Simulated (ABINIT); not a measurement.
Records of electronic-structure calculations.

## How the form of the self-energy moves the gap of Diamond (Fd-3m, 2 atoms a cell)

Symmetry: Fd-3m, No. 227, cubic system. Conventional cell: a = 3.567 Å, b = 3.567 Å, c = 3.567 Å, α = 90.00°, β = 90.00°, γ = 90.00°. Nearest to C lie 4 C at 1.54 Å.

```
method                                   : RPA screening on PBE, plane waves, norm-conserving pseudopotentials (and 3 further levels or steps)
program                                  : ABINIT 10.8.3
settings                                 : cutoff 37 Ha, PseudoDojo scalar-relativistic 0.4.1 standard, norm-conserving, potential set dojo-sr-pbe-0.4.1-standard, ngkpt (8, 8, 8), nband 51, ecuteps 8.4 Ha, gwcalctyp 1, nfreqim 16, inclvkb 2, shiftk (0, 0, 0), symchi 1, awtr 1, frequency ac, 8×8×8 k-mesh
cost                                     : 11 runs, 4.7 min in all on 4 MPI ranks of Arm Neoverse V1, shared host
notes                                    : The program’s warnings: nkpt*nsppol () is not a multiple of nproc spkpt (). The cell and positions come from the Crystallography Open Database and are kept as given unless a step says otherwise.
G0W0, Godby-Needs plasmon pole           : 5.444 eV
G0W0, Hybertsen-Louie plasmon pole       : 5.491 eV
G0W0, von der Linden-Horsch plasmon pole : 5.473 eV
G0W0, Engel-Farid plasmon pole           : 5.529 eV
one-shot Hartree-Fock                    : 11.942 eV
G0W0, contour deformation                : 5.474 eV
G0W0, analytic continuation              : 5.468 eV
known limits                             : short of the basis limit
```

G0W0, Hybertsen-Louie plasmon pole: +0.047 eV against G0W0, Godby-Needs plasmon pole. G0W0, von der Linden-Horsch plasmon pole: +0.029 eV against G0W0, Godby-Needs plasmon pole.

[Long decimals in the printed logs are rounded to 6 places.]

[Logs are printed without paths, hosts, clocks, repeated set-up lines and the standing remarks that a program may print on its own settings, such as how far it seeks lower states.]

[Paths, hosts, dates, memory and timing lines, banners, echoed tables and standing remarks are left out of the program output; an Ansatz launch command may be rebuilt from the run's recorded settings. Measured values are a selection of at most five: reports struck by readers or far from the other reports are left out. None is set beside runs whose start may be inverted or whose files or cutoffs have a known fault.]

[Runs of the session that timed out or met a known fault of the program may be left out.]

[Hosts, paths, dates, database ids (printed as entryN), source tags and the programs' standing remarks are cut or masked in the printed files.]

[G0W0 gaps are taken among the corrected bands and points alone; a level outside them can change the order at an edge.]

[Where Ansatz stands beside ABINIT at settings called matched, ABINIT's density can come from a denser mesh and the files from another edition; pairs whose starting gaps differed by over 0.03 eV were left out, so agreement reads better than it is.]
